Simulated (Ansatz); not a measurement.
# How many bands does the GW gap of GeH6CBr3N (CH3NH3GeBr3) need?

Wanted: a G0W0 gap for GeH6CBr3N (CH3NH3GeBr3) that is converged in bands and cutoff, or an estimate of the limit.

Calculated with Ansatz 0.2.0; G0W0 on PBEsol, plane waves, PAW; PAW set soft_1.

The structure was built from a prototype and need not be the compound's stable phase.

**1. Starting point**

The cell holds 12 atoms: 1 C, 1 N, 6 H, 1 Ge and 3 Br. Cell: a = 5.559 Å, b = 5.657 Å, c = 5.550 Å, α = 91.0°, β = 89.9°, γ = 82.4°. It derives from Br3C1Ge1H6N1.

The structure was relaxed with PBEsol-D3(BJ). The runs that relaxed it are not among those shown.

**2. 147 empty bands, screening to 52 eV**

G0W0 replaces the xc potential by the self-energy, built once from these orbitals. Only a window of levels is corrected, while the sums run over the empty bands that the input names. This step takes PAW set soft_1 files.

Contents of input.yaml:

```yaml
crystal:
  lattice:
    - [5.5467969221, 0.3702694348, 0.0049253558]
    - [0.3702694348, 5.6450359083, -0.046829508]
    - [0.0049253558, -0.046829508, 5.5495500431]
  atoms:
    - { symbol: C, position: [0.9290273899, 0.9115766737, 1.002304231] }
    - { symbol: "N", position: [0.082932378, 0.1051282868, -0.0021496463] }
    - { symbol: H, position: [1.0472006063, 0.7401270702, 1.0007242073] }
    - { symbol: H, position: [0.192228908, 1.0925891574, 0.8439182886] }
    - { symbol: H, position: [0.81193204, -0.0760669468, 0.842588036] }
    - { symbol: H, position: [-0.0238869375, 0.2701527467, -0.0014611858] }
    - { symbol: H, position: [0.8177735738, -0.0694615116, 0.1667816348] }
    - { symbol: H, position: [0.1960831932, 1.0992905295, 0.1481715727] }
    - { symbol: Ge, position: [0.5122581063, 0.510998608, 0.479648026] }
    - { symbol: Br, position: [0.5190301639, 0.4745762345, 0.018859772] }
    - { symbol: Br, position: [0.4382141512, -0.0289307855, 0.4965308816] }
    - { symbol: Br, position: [-0.0332405306, 0.4691841807, 0.5037707734] }
kpoints:
  mp_grid: { grid: [4, 4, 4] }
hamiltonian:
  xc: pbesol
  pseudopotentials: { kind: paw, azcp: { folder: soft_1 }, xc_functional: pbe }
scf:
  occupations: { method: fixed }
gw:
  n_empty_bands: 147
  ecut_chi: 52
  qp_bands: [v4, c4]
  qp_kpoints: band_edges
  screening: { model: contour_deformation }
```

On the command line:

```console
ansatz run input.yaml --threads 2 --pin off --max-ram 92160MiB --backend cuda --events-out ev --progress --plain --runs-dir out --devices 1 --max-vram 13GiB
```

Numbers of over 12 decimals in the logs are rounded to 6 here.

The program printed:

```text
GPUs: using 1 of 1 available (devices: 1).
Engine: ansatz 0.2.0, x86_64-unknown-linux-gnu
Pseudopotentials: kind: paw
Pseudopotential: C, paw, valence charge 4, recommended cutoff 420 eV (normal), soft_1/C.paw.azcp
Pseudopotential: N, paw, valence charge 5, recommended cutoff 420 eV (normal), soft_1/N.paw.azcp
Pseudopotential: H, paw, valence charge 1, recommended cutoff 420 eV (normal), soft_1/H.paw.azcp
Pseudopotential: Ge, paw, valence charge 14, recommended cutoff 420 eV (normal), soft_1/Ge.paw.azcp
Pseudopotential: Br, paw, valence charge 7, recommended cutoff 420 eV (normal), soft_1/Br.paw.azcp
Functional definition: PBEsol
  exchange = pbesol_x
  correlation = pbesol_c
device memory: the entry about to start is reckoned to put 1.7 GiB on a device that reports 60.0 GiB free (of which the cap on the GPU budget leaves the run 13.0 GiB)
GPU FFT provider: cuFFT
GPU libraries: cuBLAS 13.8.2, cuFFT 12.4.0, cuSOLVER 12.3.4
Crystal: 12 atoms, lattice volume = 172.993 Å³
Basis set: ecut = 420 eV, 3385 PW (Γ)
Bands: 37, of which v1, the nominal top of the filled ones, is band 25 counted from 1 (24 counted from 0)
Symmetry: 1 space group operations
Space group: P1 (ITA 1), of the structure as read, at distance tolerance 5.6e-5 Å
k-points: 36 of 64 (time reversal used)
Non-local potential: C, projectors of the file, l = 0: 2, l = 1: 2, l = 2: 1
Non-local potential: N, projectors of the file, l = 0: 2, l = 1: 2, l = 2: 1
Non-local potential: H, projectors of the file, l = 0: 2, l = 1: 1
Non-local potential: Ge, projectors of the file, l = 0: 2, l = 1: 2, l = 2: 3, l = 3: 1
Non-local potential: Br, projectors of the file, l = 0: 2, l = 1: 2, l = 2: 2
PAW form: soft (Blöchl's): semilocal exchange-correlation on the pseudo side does not see the compensation charge
PAW frozen core: C, regenerated for the run's functional, and the local potential with it (the file was generated under x = pbe(κ = 0.804, μ = 0.219515), c = pbe(β = 0.066725))
PAW frozen core: N, regenerated for the run's functional, and the local potential with it (the file was generated under x = pbe(κ = 0.804, μ = 0.219515), c = pbe(β = 0.066725))
PAW frozen core: Ge, regenerated for the run's functional, and the local potential with it (the file was generated under x = pbe(κ = 0.804, μ = 0.219515), c = pbe(β = 0.066725))
PAW frozen core: Br, regenerated for the run's functional, and the local potential with it (the file was generated under x = pbe(κ = 0.804, μ = 0.219515), c = pbe(β = 0.066725))
PAW one-centre angular grid: C, 110 points (default); XC on 64 Gauss nodes
PAW one-centre angular grid: N, 110 points (default); XC on 64 Gauss nodes
PAW one-centre angular grid: H, 110 points (default); XC on 64 Gauss nodes
PAW one-centre angular grid: Ge, 590 points (default); XC on 64 Gauss nodes
PAW one-centre angular grid: Br, 110 points (default); XC on 64 Gauss nodes
Initial density: superposition of atomic densities (chi_scale 0.1, normalization cell), built separately for each of the 2 bonded fragments (scf.initial_density.interfragment_charge_transfer: auto; true builds it for the cell as a whole; a typed value also counts as a typed key of the start: scf.initial_density.chi_scale says what that changes, if anything)
Initial wavefunctions: pseudopotential atomic-orbital guess
GPU buffer pool allocated for 64000 grid points (all kernels)
GPU transforms: local potential and band sums: pruned to the plane-wave sphere, on 40×40×40
Functional: x = pbesol(κ = 0.804, μ = 0.123457), c = pbesol(β = 0.046)
SCF iter   1: F=—  HF=-13190.474764 eV  |F-HF|=—  |Δ(HF+E_count)|=         —  Δρ=7.24e-2  dr2=9.27e0  ethr=3.10e-3  ⟨swp⟩=4.8  Hψ=4997  notcnv=0  defer=353
preconditioner: auto → Resta (q_TF=auto, 2.218 Å⁻¹)  ε∞=2.9  [insulator: Δε(μ)=0.898 eV  Ē_g=12.661 eV  n_scr=26 (ndim 8)  ℏωp=17.4 eV  f_vac=0.008  ε∞_Penn≈2.9]
SCF iter   2: F=—  HF=-13187.826169 eV  |F-HF|=—  |Δ(HF+E_count)|=    2.65e0  Δρ=3.26e-2  dr2=1.41e0  ethr=3.10e-3  ⟨swp⟩=3.0  Hψ=2761  notcnv=0  defer=353
SCF iter   3: F=—  HF=-13187.388993 eV  |F-HF|=—  |Δ(HF+E_count)|=   4.37e-1  Δρ=8.72e-3  dr2=1.15e-1  ethr=2.82e-3  ⟨swp⟩=2.0  Hψ=2088  notcnv=0  defer=351
SCF iter   4: F=—  HF=-13187.378723 eV  |F-HF|=—  |Δ(HF+E_count)|=   1.03e-2  Δρ=2.20e-3  dr2=7.18e-3  ethr=2.31e-4  ⟨swp⟩=3.0  Hψ=2587  notcnv=0  defer=360
SCF iter   5: F=—  HF=-13187.380823 eV  |F-HF|=—  |Δ(HF+E_count)|=   2.10e-3  Δρ=8.82e-4  dr2=1.24e-3  ethr=1.44e-5  ⟨swp⟩=2.5  Hψ=2153  notcnv=0  defer=360
SCF iter   6: F=—  HF=-13187.382418 eV  |F-HF|=—  |Δ(HF+E_count)|=   1.59e-3  Δρ=2.41e-4  dr2=1.18e-4  ethr=2.49e-6  ⟨swp⟩=2.0  Hψ=2062  notcnv=0  defer=360
SCF iter   7: F=—  HF=-13187.382534 eV  |F-HF|=—  |Δ(HF+E_count)|=   1.16e-4  Δρ=9.44e-5  dr2=1.84e-5  ethr=2.37e-7  ⟨swp⟩=2.0  Hψ=1783  notcnv=0  defer=345
SCF iter   8: F=—  HF=-13187.382550 eV  |F-HF|=—  |Δ(HF+E_count)|=   1.68e-5  Δρ=2.68e-5  dr2=1.52e-6  ethr=3.69e-8  ⟨swp⟩=2.0  Hψ=1827  notcnv=0  defer=270
SCF iter   9: F=—  HF=-13187.382552 eV  |F-HF|=—  |Δ(HF+E_count)|=   1.88e-6  Δρ=6.40e-6  dr2=1.10e-7  ethr=3.04e-9  ⟨swp⟩=2.0  Hψ=1815  notcnv=0  defer=299
SCF iter  10: F=-13187.382552 eV  HF=-13187.382552 eV  |F-HF|=1.26e-8  |Δ(HF+E_count)|=   1.52e-7  Δρ=1.87e-6  dr2=8.04e-9  ethr=2.00e-10  ⟨swp⟩=11.3  Hψ=6817  notcnv=0
SCF 1 converged in 10 iterations: F = -13187.382552 eV  dr2 = 8.04e-9
  greatest PAW one-centre occupation: 0.998 electrons in one spin orbital (limit 2), on the Ge atom at site 8 (counted from 0), in its partial waves of l = 2
device memory: the entry about to start is reckoned to put 2.1 GiB (of the 2.2 GiB reckoned in all, the device holds 0.1 GiB already) on a device that reports 62.2 GiB free (of which the cap on the GPU budget leaves the run 12.9 GiB)
NSCF: frozen V_eff on 36 k-points
the band table was solved once the SCF had ended and its energy, with any forces and stress, was formed, with the checks that follow a solve (5511 applications of the Hamiltonian). They found nothing against the state; the energy, forces and stress were not computed again (output.eigenvalues in the input reference)
device memory: the entry about to start is reckoned to put 3.3 GiB on a device that reports 60.4 GiB free (of which the cap on the GPU budget leaves the run 13.0 GiB)
NSCF: frozen V_eff on 36 k-points
G₀W₀ screening: q 1/36
[... further progress lines ...]
SCF converged after 10 iterations
Free energy (F): -13187.382552 eV
Harris-Foulkes:  -13187.382552 eV  (|F-HF|=1.26e-8)
Internal energy: -13187.382552 eV  (E = F + TS)
E sigma→0 (E₀):  -13187.382552 eV
Fermi energy:    3.601567 eV
--- Per-component energies (eV) ---
  E_band       = -370.906495
  E_kinetic    = 785.112699
  E_local      = -3987.406998  (includes V_loc(G=0)·N_el)
  E_nonlocal   = 431.586299
  E_hartree    = 1659.221932
  E_xc         = -812.666661
  E_vxc        = -591.167971  (∫ρ·V_xc dr)
  E_paw        = -8995.325109  (= ΣΔE_a)
  E_vpaw       = -327.469978  (= ΣTr[D̂ρ^β])
  E_aug_tail   = -0.005165  (compensation charges beyond the density's cutoff)
  E_ewald      = -2269.143500
  E_core_change = 1.243950  (= ΣΔE_core)
  E_smearing   = -0.000000  (= −TS)
  E_closure    = 0.000000  (closes the sum)
  Σ components = -13187.382552   (vs F -13187.382552, Δ=0.00e0)
--- Band table (eV; the first three rows and the last of 36) ---
  k-point 0: bands = [... 21 lower, 1.2097, 1.2449, 1.3468, 1.5879, 6.9265, 7.5647, 8.0840, 8.3083, ... 8 higher]
  k-point 1: bands = [... 21 lower, 1.0378, 1.1322, 1.5311, 1.5602, 7.1484, 7.4658, 7.5457, 8.3807, ... 8 higher]
  k-point 2: bands = [... 21 lower, 1.0456, 1.3568, 1.5015, 2.0258, 5.5443, 7.4194, 8.4560, 8.5424, ... 8 higher]
  k-point 35: bands = [... 21 lower, 1.5013, 1.7605, 1.7803, 3.6016, 4.6350, 4.7779, 5.0362, 8.1379, ... 8 higher]
--- G₀W₀: contour deformation, 6 samples at zero and on the imaginary axis and 3 off it, 64 q-points, 147 empty bands' worth ---
  eigenvalues of the whole cell's RPA ε∞ on this k-mesh (on a slab, of 1 + 4πα/V) = 6.2202, 7.5625, 8.2397; static W/v taken at q = 0 is 0.136569
  gw.qp_kpoints: band_edges: 12 of 36 stored k-points solved, in 1 pass; an edge of the gap read off the rows below is read off those points alone
    valence top: of the k-points left out ik 28 came nearest to being solved in a further pass, in band 25 (counted from 1, as in the quasiparticle table): it holds the edge there only if its correction is more favourable than any solved in that band by at least 0.692 eV; those differ by 0.615 eV
    conduction bottom: of the k-points left out ik 28 came nearest to being solved in a further pass, in band 26 (counted from 1, as in the quasiparticle table): it holds the edge there only if its correction is more favourable than any solved in that band by at least 0.512 eV; those differ by 0.172 eV
    ik  band        ε_KS         Σx   Σc(E_QP)       V_xc       Z   E_QP_lin       E_QP  E_QP is
     0    22      1.2097   -19.2877     3.1517   -15.4922  0.7343     0.5461     0.5658  root
     0    23      1.2449   -19.2307     3.0816   -15.5445  0.7331     0.6230     0.6403  root
     0    24      1.3468   -19.3828     3.0834   -15.7135  0.7330     0.7450     0.7609  root
     0    25      1.5879   -19.5883     3.0131   -15.9984  0.7391     0.9967     1.0111  root
     0    26      6.9265    -5.1642    -3.6432    -9.4530  0.7989     7.5883     7.5721  root
     0    27      7.5647    -7.8808    -4.1013   -12.7671  0.7399     8.3855     8.3498  root
     0    28      8.0840    -4.1836    -3.6616    -8.4367  0.7940     8.6889     8.6755  root
     0    29      8.3083    -6.4287    -4.0668   -11.1571  0.7515     8.9964     8.9699  root
     1    22      1.0378   -19.1283     3.1534   -15.3394  0.7312     0.3825     0.4024  root
     1    23      1.1322   -19.1762     3.0758   -15.4841  0.7354     0.4981     0.5158  root
     1    24      1.5311   -19.2915     2.9166   -15.8301  0.7375     0.9734     0.9863  root
     1    25      1.5602   -19.2915     2.9197   -15.8216  0.7376     0.9968     1.0100  root
     1    26      7.1484    -9.1330    -3.9064   -13.8575  0.7271     7.9772     7.9665  root
     1    27      7.4658    -6.6449    -3.8349   -11.1722  0.7628     8.1759     8.1582  root
     1    28      7.5457    -7.1506    -3.9708   -11.9255  0.7628     8.3844     8.3498  root
     1    29      8.3807    -5.8455    -3.9020   -10.4484  0.7673     9.1063     9.0816  root
     2    22      1.0456   -19.4524     3.2179   -15.5857  0.7341     0.3766     0.3968  root
     2    23      1.3568   -19.3956     3.1347   -15.6145  0.7381     0.6908     0.7105  root
     2    24      1.5015   -19.4014     3.0312   -15.7758  0.7373     0.8912     0.9070  root
     2    25      2.0258   -18.5401     2.0250   -16.2877  0.7459     1.7967     1.7985  root
     2    26      5.5443    -9.1990    -3.4380   -13.3943  0.7579     6.3292     6.3016  root
     2    27      7.4194    -8.1349    -4.0266   -12.9240  0.7378     8.2153     8.1820  root
     2    28      8.4560    -7.1896    -4.0547   -12.0698  0.7547     9.3194     9.2815  root
     2    29      8.5424    -5.8706    -3.8899   -10.5893  0.7838     9.4074     9.3712  root
[...]
35    22      1.5013   -19.5936     3.0797   -15.8964  0.7399     0.8669     0.8838  root
    35    23      1.7605   -19.7145     3.0419   -16.0733  0.7403     1.1455     1.1611  root
    35    24      1.7803   -19.7672     3.0318   -16.1531  0.7406     1.1835     1.1980  root
    35    25      3.6016   -17.8646     1.1096   -16.7932  0.7622     3.6397     3.6398  root
    35    26      4.6350    -8.6453    -3.1939   -12.5046  0.7687     5.3174     5.3005  root
    35    27      4.7779    -8.6413    -3.2272   -12.5361  0.7674     5.4628     5.4456  root
    35    28      5.0362    -8.3357    -3.2989   -12.2943  0.7675     5.7131     5.6959  root
    35    29      8.1379    -5.1533    -3.8396    -9.7879  0.7939     8.9630     8.9329  root
```

The job ended after 34 s (1 × NVIDIA H100 80GB HBM3 (shared by 6 runs) with 2 threads of AMD EPYC 7R13 (Zen 3), shared host; peak memory 1.6 GiB; 39 s of CPU time).

Numbers from this step:

```
bands summed                                 : 172
RPA ε∞ on this mesh (eigenvalues)            : 6.220, 7.562, 8.240
plane waves in the screening matrix          : 153
q-points in the mesh                         : 64
G0W0 gap on the mesh                         : 1.661 eV
k of the valence top                         : -0.5, -0.5, -0.5
k of the conduction bottom                   : -0.5, -0.5, -0.5
starting gap on the mesh                     : 1.033 eV
Z at the valence top                         : 0.7622
Z at the conduction bottom                   : 0.7687
least direct G0W0 gap on the computed points : 1.661 eV
```

The gap on the mesh goes from 1.03 eV to 1.66 eV, a correction of +0.63 eV. Between the two edge states, bare exchange in place of the xc potential would open the gap by 4.93 eV, and correlation takes back 4.30 eV.

**3. 582 empty bands, screening to 130 eV**

Another rung: the empty bands reach about as high as the screening cutoff, so the two stay in balance.

input.yaml: that of step 2 with these lines changed.

```diff
@@ -26,4 +26,4 @@
 gw:
-  n_empty_bands: 147
-  ecut_chi: 52
+  n_empty_bands: 582
+  ecut_chi: 130.0
   qp_bands: [v4, c4]
```

The program printed:

```text
GPUs: using 1 of 1 available (devices: 1).
[...]
GPU FFT provider: cuFFT
GPU libraries: cuBLAS 13.8.2, cuFFT 12.4.0, cuSOLVER 12.3.4
Crystal: 12 atoms, lattice volume = 172.993 Å³
Basis set: ecut = 420 eV, 3385 PW (Γ)
Bands: 37, of which v1, the nominal top of the filled ones, is band 25 counted from 1 (24 counted from 0)
[... 1 set-up line as in the run before ...]
[...]
k-points: 36 of 64 (time reversal used)
[...]
GPU buffer pool allocated for 64000 grid points (all kernels)
[...]
SCF iter   1: F=—  HF=-13190.474764 eV  |F-HF|=—  |Δ(HF+E_count)|=         —  Δρ=7.24e-2  dr2=9.27e0  ethr=3.10e-3  ⟨swp⟩=4.8  Hψ=4997  notcnv=0  defer=353
[...]
SCF iter  10: F=-13187.382552 eV  HF=-13187.382552 eV  |F-HF|=1.26e-8  |Δ(HF+E_count)|=   1.52e-7  Δρ=1.87e-6  dr2=8.04e-9  ethr=2.00e-10  ⟨swp⟩=11.3  Hψ=6817  notcnv=0
SCF 1 converged in 10 iterations: F = -13187.382552 eV  dr2 = 8.04e-9
[...]
NSCF: frozen V_eff on 36 k-points
[...]
G₀W₀ screening: q 1/36
[... further progress lines ...]
SCF converged after 10 iterations
Free energy (F): -13187.382552 eV
[...]
Internal energy: -13187.382552 eV  (E = F + TS)
E sigma→0 (E₀):  -13187.382552 eV
Fermi energy:    3.601567 eV
[...]
--- Band table (eV; the first three rows and the last of 36) ---
  k-point 0: bands = [... 21 lower, 1.2097, 1.2449, 1.3468, 1.5879, 6.9265, 7.5647, 8.0840, 8.3083, ... 8 higher]
  k-point 1: bands = [... 21 lower, 1.0378, 1.1322, 1.5311, 1.5602, 7.1484, 7.4658, 7.5457, 8.3807, ... 8 higher]
  k-point 2: bands = [... 21 lower, 1.0456, 1.3568, 1.5015, 2.0258, 5.5443, 7.4194, 8.4560, 8.5424, ... 8 higher]
  k-point 35: bands = [... 21 lower, 1.5013, 1.7605, 1.7803, 3.6016, 4.6350, 4.7779, 5.0362, 8.1379, ... 8 higher]
[...]
`?` marks the rows in doubt; gw_qp.tsv's column doubts and the gw_qp event give each row's grounds
[...]
0    22      1.2097   -19.2877     2.8108   -15.4922  0.7287     0.1327     0.2250  root
     0    23      1.2449   -19.2307     2.7286   -15.5445  0.7275     0.2106     0.2873  root
     0    24      1.3468   -19.3828     2.7199   -15.7135  0.7273     0.3248     0.3974  root
     0    25      1.5879   -19.5883     2.6343   -15.9984  0.7330     0.5597     0.6324  root
     0    26      6.9265    -5.1642    -3.7992    -9.4530  0.7966     7.4242     7.4160  root
     0    27      7.5647    -7.8808    -4.4093   -12.7671  0.7369     8.0533     8.0418  root
     0    28      8.0840    -4.1836    -3.8324    -8.4367  0.7922     8.5108     8.5047  root
     0    29      8.3083    -6.4287    -4.3277   -11.1571  0.7488     8.7171     8.7090  root
[...]
2    23      1.3568   -19.3956     2.7858   -15.6145  0.7325     0.2602     0.3615  root ?
[...]
33    23      1.1014   -19.2705     2.8636   -15.4134  0.7286     0.0061     0.1079  root ?
[...]
35    26      4.6350    -8.6453    -3.5032   -12.5046  0.7663     4.9950     4.9912  root
    35    27      4.7779    -8.6413    -3.5322   -12.5361  0.7649     5.1445     5.1405  root
    35    28      5.0362    -8.3357    -3.5905   -12.2943  0.7650     5.4085     5.4043  root
    35    29      8.1379    -5.1533    -4.0196    -9.7879  0.7912     8.7675     8.7529  root
```

Run time: 2 min. Hardware: 1 × NVIDIA H100 80GB HBM3 (shared by 6 runs) with 2 threads; peak memory 4.9 GiB.

This step gave:

```
bands summed                                 : 607
RPA ε∞ on this mesh (eigenvalues)            : 6.154, 7.497, 8.132
plane waves in the screening matrix          : 585
q-points in the mesh                         : 64
G0W0 gap on the mesh                         : 1.897 eV
k of the valence top                         : -0.5, -0.5, -0.5
k of the conduction bottom                   : -0.5, -0.5, -0.5
starting gap on the mesh                     : 1.033 eV
Z at the valence top                         : 0.7558
Z at the conduction bottom                   : 0.7663
least direct G0W0 gap on the computed points : 1.897 eV
```

Against the run with 4×4×4 mesh, 147 empty bands, screening to 52 eV, PAW set soft_1 files, the gap moves by +0.24 eV.

**4. The runs together**

Times are wall times on 1 × NVIDIA H100 80GB HBM3 (shared by 6 runs) with 2 threads of AMD EPYC 7R13 (Zen 3), shared host, good to a factor of about two.

| mesh | files | frequency | bands summed | cutoff (eV) | start (eV) | G0W0 (eV) | time | host memory (GiB) |
| --- | --- | --- | --- | --- | --- | --- | --- | --- |
| 4×4×4 | PAW set soft_1 | contour deformation | 172 | 52 | 1.033 | 1.661 | 34 s | 1.6 |
| 4×4×4 | PAW set soft_1 | contour deformation | 607 | 130 | 1.033 | 1.897 | 2 min | 4.9 |

How the two edges are built up, in eV (the quasiparticle level is the starting level plus Σx plus Σc less Vxc):

| run | edge | start | Σx | Σc | Vxc | Z | QP |
| --- | --- | --- | --- | --- | --- | --- | --- |
| 172 bands | valence top | 3.60 | -17.86 | 1.11 | -16.79 | 0.76 | 3.64 |
| 172 bands | conduction bottom | 4.63 | -8.65 | -3.19 | -12.50 | 0.77 | 5.30 |
| 607 bands | valence top | 3.60 | -17.86 | 0.56 | -16.79 | 0.76 | 3.09 |
| 607 bands | conduction bottom | 4.63 | -8.65 | -3.50 | -12.50 | 0.77 | 4.99 |

**5. What came out**

```
172 bands, 52 eV                    : 1.661 eV
607 bands, 130 eV                   : 1.897 eV
estimated limit in bands and cutoff : 1.99 eV
mesh and start                      : 4×4×4, PBEsol
```

**Reading.** A line in one over the bands through the two rungs gives 1.99 eV, +0.09 eV from the top rung; with two points alone it is an unchecked estimate. The rungs stand 0.33 eV (172 bands) and 0.09 eV (607 bands) from it. From 172 to 607 bands the gap moves by +0.24 eV while the time grows 3.6-fold. Σc changes by −0.55 eV at the valence top and −0.31 eV at the conduction bottom, so the levels themselves move more than the gap between them. The many-body steps are scalar-relativistic: spin-orbit coupling is not in them.

[Paths, hosts, dates, memory and timing lines, banners, echoed tables and standing remarks are left out of the program output.]

[Logs are printed without paths, hosts, clocks, repeated set-up lines and the standing remarks that a program may print on its own settings, such as how far it seeks lower states.]

[Runs of the session that timed out or met a known fault of the program may be left out.]

[Cells called generated may have been cut or substituted from an entry of the Crystallography Open Database or the Materials Project.]

[Hosts, paths, dates, database ids (printed as entryN), source tags and the programs' standing remarks are cut or masked in the printed files.]
